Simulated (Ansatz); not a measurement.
**SiO2 (P3_221): how ε∞ follows the gap**

The empty bands of SiO2 (P3_221) are shifted up rigidly by Δ, and ε∞ along x is computed for each shift. x, y and z are the Cartesian axes of the input cell.

It takes space group P3_221 (No. 154, trigonal). The conventional cell has a = 4.916 Å, b = 4.916 Å, c = 5.408 Å, α = 90.00°, β = 90.00°, γ = 120.00°. Si on site a is surrounded by 4 O at 1.61 Å. O on site c has 2 Si at 1.61 Å as nearest neighbours.

Method: Ansatz 0.2.0, PBE, independent particles, k-mesh 6×6×4 with interpolation inside its cells, Gaussian parameter 0.1 eV.

Launch of the response step: `ansatz run input.yaml --threads 4 --pin off --max-ram 8192MiB --backend cpu --events-out ev --progress --plain --runs-dir out`. The series took 4.5 min in all, on 4 threads of Arm Neoverse V1, on a shared host.

```tsv
Δ (eV)	ε∞ along x
0.00	2.563
0.40	?
0.80	2.476
1.20	2.437
1.60	2.399
2.00	2.364
```

With one effective transition at E₀ and fixed dipole strength, ε∞ − 1 = A/(E₀ + Δ), so 1/(ε∞ − 1) is linear in Δ.

Working, on the rows shown:

| x = Δ (eV) | y = 1/(ε∞ − 1) |
| --- | --- |
| 0 | 0.639795 |
| 0.8 | 0.677507 |
| 1.2 | 0.695894 |
| 1.6 | 0.714796 |
| 2 | 0.733138 |

Means: x̄ = 1.12, ȳ = 0.69223. Σ(x − x̄)(y − ȳ) = 0.1106, Σ(x − x̄)² = 2.368. Slope = 0.1106 / 2.368 = 0.04669; intercept = ȳ − slope · x̄ = 0.63993. Turned back into ε∞ along x, the line misses the rows shown by at most 0.00048.

Q: What does the fit predict for the withheld row, and how well does it do?

A: At x = 0.4 the line gives y = 0.65861, that is 2.518. The run gave 2.518, so the interpolation holds to the digits printed.

Refitted with all rows, the slope is 0.04666 and the intercept 0.63999. These give E₀ = intercept/slope = 13.7 eV, far above the least direct gap of 6.30 eV: most of the screening comes from transitions well over the edge. Over the first step ε∞ falls by 4 % per eV. Excitons are left out and so are local fields; PBE gaps are as a rule too small.

[Logs are printed without paths, hosts, clocks, repeated set-up lines and the standing remarks that a program may print on its own settings, such as how far it seeks lower states.]
